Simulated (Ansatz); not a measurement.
# TiO2 (I4/m): band gap by G0W0 on LDA, part 2 of 2

Aim: the quasiparticle gap of TiO2 (I4/m), starting from LDA.

Ansatz 0.2.0; LDA, then G0W0 on it, plane waves, PAW. Known limits of the many-body steps: finite bands, screening cutoff and k mesh; no spin-orbit coupling in G0W0.

So far. Step 2 (The LDA band structure): Over mesh and path the gap is 1.527 eV, from k = (-0.500, 0.500, 0.500) to k = Γ. The least direct gap found is 2.234 eV, at k = Γ. The pressure in this cell is -8 GPa; the cell is kept.

In doubt: masses and optical values from hybrid runs of this build are listed as unsure (in some of the runs), which bears on the screening that GW takes from such a start.

## 3. G0W0 on the 4×4×4 mesh

G0W0 replaces the xc potential by a self-energy built once from the orbitals of the start. Levels are corrected in the window of bands that the input names, at points of the mesh.

This step: G0W0 on LDA, plane waves, PAW; PAW set soft_1.

input.yaml reads:

```yaml
crystal:
  lattice:
    - [-4.3507577183, 4.3507577183, 1.8875555959]
    - [4.3507577183, -4.3507577183, 1.8875555959]
    - [4.3507577183, 4.3507577183, -1.8875555959]
  atoms:
    - { symbol: Ti, position: [0.2922817, 0.00285525, 0.29513695] }
    - { symbol: Ti, position: [0.00285525, 0.7077183, 0.71057354] }
    - { symbol: Ti, position: [0.99714475, 0.2922817, 0.28942646] }
    - { symbol: Ti, position: [0.7077183, 0.99714475, 0.70486305] }
    - { symbol: O, position: [0.49886382, 0.15078472, 0.64964854] }
    - { symbol: O, position: [0.16166201, 0.8403974, 0.00205942] }
    - { symbol: O, position: [0.15078471, 0.50113618, 0.65192089] }
    - { symbol: O, position: [0.15960259, 0.16166201, 0.32126461] }
    - { symbol: O, position: [0.8403974, 0.83833799, 0.67873539] }
    - { symbol: O, position: [0.84921528, 0.49886382, 0.34807911] }
    - { symbol: O, position: [0.83833799, 0.15960259, 0.99794058] }
    - { symbol: O, position: [0.50113618, 0.84921529, 0.35035146] }
kpoints:
  mp_grid: { grid: [4, 4, 4] }
hamiltonian:
  xc: lda
  pseudopotentials: { kind: paw, azcp: { folder: soft_1 }, xc_functional: pbe }
scf:
  occupations: { method: fixed }
gw:
  n_empty_bands: 783
  ecut_chi: 180.0
  qp_bands: [v4, c4]
  qp_kpoints: band_edges
  screening: { model: contour_deformation }
```

Launch:

```bash
$ ansatz run input.yaml --threads 3 --pin off --max-ram 92160MiB --backend cuda --events-out ev --progress --plain --runs-dir out --devices 1 --max-vram 13GiB
```

Numbers of over 12 decimals in the logs are rounded to 6 here.

The program printed:

```text
GPUs: using 1 of 1 available (devices: 1).
[...]
GPU FFT provider: cuFFT
GPU libraries: cuBLAS 13.8.2, cuFFT 12.4.0, cuSOLVER 12.3.4
Crystal: 12 atoms, lattice volume = 142.919 Å³
Basis set: ecut = 420 eV, 2795 PW (Γ)
Bands: 60, of which v1, the nominal top of the filled ones, is band 48 counted from 1 (47 counted from 0)
Symmetry: 8 space group operations
[...]
k-points: 14 of 64
[...]
GPU buffer pool allocated for 91125 grid points (all kernels)
[...]
SCF iter   1: F=—  HF=-14261.271789 eV  |F-HF|=—  |Δ(HF+E_count)|=         —  Δρ=5.03e-2  dr2=4.39e0  ethr=3.10e-3  ⟨swp⟩=3.2  Hψ=2533  notcnv=0  defer=114
[...]
SCF iter  11: F=-14260.244539 eV  HF=-14260.244539 eV  |F-HF|=8.04e-10  |Δ(HF+E_count)|=   3.36e-8  Δρ=3.49e-6  dr2=1.62e-8  ethr=1.04e-10  ⟨swp⟩=9.7  Hψ=2664  notcnv=0
SCF 1 converged in 11 iterations: F = -14260.244539 eV  dr2 = 1.62e-8
[...]
NSCF: frozen V_eff on 14 k-points
the band table was solved once the SCF had ended and its energy, with any forces and stress, was formed, with the checks that follow a solve (3095 applications of the Hamiltonian). They found nothing against the state; the energy, forces and stress were not computed again (output.eigenvalues in the input reference)
[...]
G₀W₀ screening: q 1/14
[... further progress lines ...]
[...]
SCF converged after 11 iterations
Free energy (F): -14260.244539 eV
[...]
Internal energy: -14260.244539 eV  (E = F + TS)
E sigma→0 (E₀):  -14260.244539 eV
Fermi energy:    6.372895 eV
[...]
--- Band table (eV; the first three rows and the last of 14) ---
  k-point 0: bands = [... 44 lower, 5.4350, 5.4350, 5.4396, 5.6661, 7.8988, 9.3432, 9.3432, 9.4066, ... 8 higher]
  k-point 1: bands = [... 44 lower, 5.2082, 5.3909, 5.4611, 5.7369, 8.1397, 9.1749, 9.1974, 9.4540, ... 8 higher]
  k-point 2: bands = [... 44 lower, 5.1951, 5.4128, 5.4469, 5.6951, 8.5795, 8.8380, 9.0492, 9.6062, ... 8 higher]
  k-point 13: bands = [... 44 lower, 5.1375, 5.2127, 5.2127, 6.3729, 9.1695, 9.1695, 9.2207, 9.4164, ... 8 higher]
--- G₀W₀: contour deformation, 7 samples at zero and on the imaginary axis and 1 off it, 64 q-points, 783 empty bands' worth ---
  eigenvalues of the whole cell's RPA ε∞ on this k-mesh (on a slab, of 1 + 4πα/V) = 6.1233, 6.1233, 6.1861; static W/v taken at q = 0 is 0.162422
  bands read: the sum over 831 bands ends inside a degenerate multiplet in 2 slots, whose members it reads at an even weight; the widest, k=8: bands 831 to 832 (counted from 1) at 1/2 each
  gw.qp_kpoints: band_edges: 14 of 14 stored k-points solved, in 1 pass; an edge of the gap read off the rows below is read off those points alone
    ik  band        ε_KS         Σx   Σc(E_QP)       V_xc       Z   E_QP_lin       E_QP  E_QP is
     0    45      5.4350   -25.7513     4.3967   -21.0295  0.7134     5.1078     5.1099  root
     0    46      5.4350   -25.7513     4.3967   -21.0295  0.7134     5.1078     5.1099  root
     0    47      5.4396   -25.6655     4.3422   -20.9715  0.7182     5.0855     5.0878  root
     0    48      5.6661   -25.1664     4.4385   -20.3567  0.7049     5.2919     5.2948  root
     0    49      7.8988   -12.6245    -6.4706   -20.5081  0.7402     9.3485     9.3118  root
     0    50      9.3432   -14.1253    -6.8096   -22.3172  0.7138    10.7724    10.7255  root
     0    51      9.3432   -14.1253    -6.8096   -22.3172  0.7138    10.7724    10.7255  root
     0    52      9.4066   -14.1387    -7.2790   -22.8960  0.7102    10.9411    10.8850  root
     1    45      5.2082   -26.5046     4.3629   -21.8016  0.7216     4.8660     4.8681  root
     1    46      5.3909   -25.4531     4.2706   -20.8570  0.7145     5.0633     5.0654  root
     1    47      5.4611   -25.7189     4.3444   -21.0519  0.7140     5.1364     5.1385  root
     1    48      5.7369   -25.3430     4.3977   -20.5872  0.7058     5.3761     5.3788  root
     1    49      8.1397   -12.8597    -6.5146   -20.7832  0.7358     9.5867     9.5486  root
     1    50      9.1749   -13.7902    -7.0404   -22.2983  0.7177    10.6935    10.6426  root
     1    51      9.1974   -13.9207    -6.8640   -22.1847  0.7157    10.6448    10.5974  root
     1    52      9.4540   -13.9516    -7.1321   -22.5016  0.7098    10.9245    10.8719  root
     2    45      5.1951   -26.4598     4.2858   -21.8532  0.7212     4.8724     4.8742  root
     2    46      5.4128   -25.1362     4.1746   -20.6460  0.7096     5.0950     5.0971  root
     2    47      5.4469   -25.8290     4.3828   -21.1280  0.7136     5.1266     5.1286  root
     2    48      5.6951   -25.1584     4.3219   -20.4952  0.7038     5.3513     5.3538  root
     2    49      8.5795   -13.3112    -6.3804   -21.0538  0.7295     9.9790     9.9417  root
     2    50      8.8380   -13.4476    -7.1203   -22.0334  0.7197    10.3536    10.3035  root
     2    51      9.0492   -13.5090    -6.9934   -21.9668  0.7209    10.5629    10.5135  root
     2    52      9.6062   -13.6715    -7.6468   -22.7899  0.7038    11.1393    11.0778  root
     3    45      5.1403   -24.8506     4.1942   -20.3194  0.7041     4.8008     4.8033  root
     3    46      5.7262   -25.7888     4.3763   -21.0736  0.7167     5.3852     5.3874  root
     3    47      5.7483   -25.2739     4.2894   -20.6425  0.7076     5.4039     5.4063  root
     3    48      5.8023   -25.7669     4.4132   -21.0043  0.7135     5.4505     5.4529  root
     3    49      9.0372   -14.1410    -6.5512   -22.0669  0.7189    10.4546    10.4118  root
     3    50      9.2494   -13.9473    -6.9768   -22.3717  0.7166    10.7469    10.6970  root
     3    51      9.3400   -14.0502    -6.9935   -22.4738  0.7146    10.8197    10.7700  root
     3    52      9.3712   -14.0070    -7.0482   -22.4859  0.7139    10.8525    10.8020  root
     4    45      5.3807   -25.3449     4.3687   -20.6350  0.7089     5.0372     5.0397  root
     4    46      5.7324   -25.7968     4.3881   -21.0664  0.7158     5.3878     5.3900  root
     4    47      5.7859   -25.4037     4.2922   -20.7792  0.7080     5.4514     5.4536  root
     4    48      5.9105   -25.5544     4.2999   -20.9216  0.7123     5.5755     5.5776  root
     4    49      8.9834   -13.6120    -6.9404   -22.0102  0.7213    10.4892    10.4411  root
     4    50      9.1386   -13.8835    -6.8575   -22.1673  0.7187    10.6123    10.5649  root
     4    51      9.3293   -13.8367    -7.1054   -22.3751  0.7135    10.8133    10.7623  root
     4    52      9.4637   -13.8766    -7.2961   -22.6294  0.7105    10.9753    10.9204  root
[...]
12    49      8.8050   -13.3508    -6.6611   -21.4056  0.7241    10.2409    10.1987  root
    12    50      8.9604   -13.3807    -7.2493   -22.1033  0.7172    10.4865    10.4338  root
    12    51      9.1058   -13.6010    -6.7403   -21.7607  0.7230    10.5707    10.5252  root
    12    52      9.5576   -13.6540    -7.6825   -22.8179  0.7039    11.1013    11.0391  root
    13    45      5.1375   -26.5439     4.0863   -22.1912  0.7242     4.8700     4.8712  root
    13    46      5.2127   -25.2073     4.6130   -20.2174  0.7075     4.8326     4.8358  root
    13    47      5.2127   -25.2073     4.6130   -20.2174  0.7075     4.8326     4.8358  root
    13    48      6.3729   -25.8163     4.2371   -21.2578  0.7111     6.0496     6.0515  root
    13    49      9.1695   -13.2723    -7.3398   -22.0760  0.7141    10.6879    10.6334  root
    13    50      9.1695   -13.2723    -7.3398   -22.0760  0.7141    10.6879    10.6334  root
    13    51      9.2207   -13.7300    -6.5507   -21.6540  0.7224    10.6368    10.5939  root
    13    52      9.4164   -13.6432    -7.7903   -22.9470  0.7044    10.9947    10.9299  root
```

It took 1.9 min on 1 × NVIDIA H100 80GB HBM3 (shared by 6 runs) with 3 threads of AMD EPYC 7R13 (Zen 3), shared host; peak memory 3.1 GiB.

Numbers from this step:

| Quantity | Value |
| --- | --- |
| bands summed | 831 |
| RPA ε∞ on this mesh (eigenvalues) | 6.123, 6.123, 6.186 |
| plane waves in the screening matrix | 797 |
| q-points in the mesh | 64 |
| G0W0 gap over the corrected points | 3.260 eV |
| k of the valence top | -0.5, -0.5, -0.5 |
| k of the conduction bottom | 0, 0, 0 |
| starting gap on the mesh | 1.526 eV |
| Z at the valence top | 0.7111 |
| Z at the conduction bottom | 0.7402 |
| least direct G0W0 gap over the corrected points | 4.017 eV |

Over all 14 irreducible mesh points the G0W0 gap is 3.260 eV, from k = (-0.500, -0.500, -0.500) to k = Γ. The LDA gap of this run on the mesh is 1.526 eV. The two states that bound the G0W0 gap lie that far apart at the start, so the correction of the gap is 3.260 − 1.526 = +1.734 eV. The start of this run differs from the step before in mesh (6×6×6 and 4×4×4).

Labels follow the order of the start: v1 is the top filled band, c1 the lowest empty one; levels that stay degenerate share a row, the window can cut a multiplet, doubted levels are not marked in this list, bands outside the window were not corrected, and the list may be a part of the corrected levels. Levels before and after the correction, in eV, zero at the valence-band top of each column:

|  | conduction bottom | valence top |
| --- | --- | --- |
| Kohn-Sham | 1.53 | 0.00 |
| G0W0 | 3.26 | 0.00 |

|  | level | occupation | energy (eV) |
| --- | --- | --- | --- |
| Kohn-Sham | Γ v3 | 2 | -0.938 |
| Kohn-Sham | Γ v2 | 2 | -0.933 |
| Kohn-Sham | Γ v1 | 2 | -0.707 |
| Kohn-Sham | Γ c1 | 0 | 1.526 |
| Kohn-Sham | Γ c2-c3 | 0 | 2.970 |
| Kohn-Sham | (-0.5 -0.5 -0.5) v3-v2 | 2 | -1.160 |
| Kohn-Sham | (-0.5 -0.5 -0.5) v1 | 2 | 0.000 |
| Kohn-Sham | (-0.5 -0.5 -0.5) c1-c2 | 0 | 2.797 |
| Kohn-Sham | (-0.5 -0.5 -0.5) c3 | 0 | 2.848 |
| G0W0 | Γ v3 | 2 | -0.942 |
| G0W0 | Γ v2 | 2 | -0.964 |
| G0W0 | Γ v1 | 2 | -0.757 |
| G0W0 | Γ c1 | 0 | 3.260 |
| G0W0 | Γ c2-c3 | 0 | 4.674 |
| G0W0 | (-0.5 -0.5 -0.5) v3-v2 | 2 | -1.216 |
| G0W0 | (-0.5 -0.5 -0.5) v1 | 2 | 0.000 |
| G0W0 | (-0.5 -0.5 -0.5) c1-c2 | 0 | 4.582 |
| G0W0 | (-0.5 -0.5 -0.5) c3 | 0 | 4.542 |

The parts of the quasiparticle energy for the two states that bound the G0W0 gap, in eV on the run's own scale (QP = start + Σx + Σc − Vxc, with Σc at the quasiparticle energy):

| edge | k | band | start | Σx | Σc | Vxc | Z | QP |
| --- | --- | --- | --- | --- | --- | --- | --- | --- |
| valence top | (-0.500, -0.500, -0.500) | 48 | 6.373 | −25.816 | 4.237 | −21.258 | 0.711 | 6.051 |
| conduction bottom | Γ | 49 | 7.899 | −12.624 | −6.471 | −20.508 | 0.740 | 9.312 |

## 4. Side by side

Each gap is the least one over the points named; times are wall times on shared hosts, not benchmarks. A G0W0 time includes the run's own self-consistent start. Rows marked * are further runs, not shown as steps, whose inputs differ from the G0W0 step on the same start in the columns given; solver thresholds can differ too. Symmetry makes (-0.500, 0.500, 0.500) and (-0.500, -0.500, -0.500) one point.

| level | mesh | files, cutoff | bands summed, screening | points | gap (eV) | valence top | conduction bottom | least direct gap (eV) | time |
| --- | --- | --- | --- | --- | --- | --- | --- | --- | --- |
| LDA | 6×6×6 | soft_1 PAW, 420 eV | - | mesh and path | 1.527 | (-0.500, 0.500, 0.500) | Γ | 2.234 | 16 s |
| G0W0@LDA* | 4×4×4 | soft_1 PAW, 420 eV | 176, 54 eV | all 14 irreducible mesh points | 3.385 | (-0.500, -0.500, -0.500) | Γ | 4.185 | 29 s |
| G0W0@LDA* | 4×4×4 | soft_1 PAW, 420 eV | 412, 108 eV | all 14 irreducible mesh points | 3.214 | (-0.500, -0.500, -0.500) | Γ | 3.991 | 45 s |
| G0W0@LDA | 4×4×4 | soft_1 PAW, 420 eV | 831, 180 eV | all 14 irreducible mesh points | 3.260 | (-0.500, -0.500, -0.500) | Γ | 4.017 | 1.9 min |
| G0W0@LDA* | 4×4×4 | soft_1 PAW, 420 eV | 412, 108 eV, plasmon pole | all 14 irreducible mesh points | 3.217 | (-0.500, -0.500, -0.500) | Γ | 4.027 | 97 s |

## 5. What came out

```json
{"LDA gap over mesh and path": "1.527 eV, from k = (-0.500, 0.500, 0.500) to k = Γ", "G0W0@LDA gap over all 14 irreducible mesh points": "3.260 eV, from k = (-0.500, -0.500, -0.500) to k = Γ", "GW settings": "4×4×4 mesh, 783 empty bands, screening to 180 eV, PAW set soft_1 files", "known limits": "finite bands, screening cutoff and k mesh; no spin-orbit coupling in G0W0"}
```

What this shows: Over all 14 irreducible mesh points the G0W0 gap is 3.260 eV, from k = (-0.500, -0.500, -0.500) to k = Γ. The LDA gap of this run on the mesh is 1.526 eV. The two states that bound the G0W0 gap lie that far apart at the start, so the correction of the gap is 3.260 − 1.526 = +1.734 eV. The valence state moves by 6.051 − 6.373 = −0.322 eV and the conduction state by 9.312 − 7.899 = +1.413 eV, on the run's own scale; with 176 bands the edge states move by +0.160 and +2.019 eV, so the split between the edges depends on the bands and cutoff. Both edges that LDA shows over mesh and path lie at k points where levels were corrected. Levels at other points were not corrected, so a lower G0W0 gap elsewhere in the zone is not ruled out. From 176 bands and 54 eV to 831 bands and 180 eV the gap moves by 3.260 − 3.385 = −0.125 eV (rung by rung 3.385, 3.214, 3.260 eV); bands and screening cutoff rise together, so their parts are not told apart. The gap turns back along the series (3.385, 3.214, 3.260 eV), so no line is drawn and the limit is not known. With the plasmon pole model in place of the contour deformation model and all else as in the G0W0@LDA row with 412 bands, the gap differs by 3.217 − 3.214 = +0.003 eV. G0W0 on other starts in this series, not shown as steps and not all at these settings: 3.130 eV on r2SCAN (4×4×4, soft_1 PAW, 412 bands, 108 eV) and 3.429 eV on HSE06 (4×4×4, soft_1 PAW, 412 bands, 108 eV). The G0W0 runs are scalar-relativistic. No pair of G0W0 runs that differ in the mesh alone is shown (4×4×4 is a supercell whose nearest images lie 15 Å apart), so the error from the mesh is not known here. G0W0@LDA runs of this series with other atomic data on the same mesh, not shown as steps, give 3.212 eV (hard PAW, 930 eV, 412 bands, screening to 108 eV; the table's row with the same empty bands and screening cutoff has 3.214 eV); where bands and cutoffs differ too, the part of the files is not isolated.

[Paths, hosts, dates, memory and timing lines, banners, echoed tables and standing remarks are left out of the program output.]

[Logs are printed without paths, hosts, clocks, repeated set-up lines and the standing remarks that a program may print on its own settings, such as how far it seeks lower states.]

[Runs of the session that timed out or met a known fault of the program may be left out.]

[Cells called generated may have been cut or substituted from an entry of the Crystallography Open Database or the Materials Project.]

[Hosts, paths, dates, database ids (printed as entryN), source tags and the programs' standing remarks are cut or masked in the printed files.]

[Where an RPA ε∞ is given, it is that of the G0W0 mesh and is not shown converged in it. Names of k-points follow the symmetry that the program found, which can be lower than the space group named. Band edges on a path are those of the sampled points; other points can move an edge, and change direct to indirect where valleys lie close.]

[Hybrid gaps are those of their k-mesh and are not shown converged in it.]
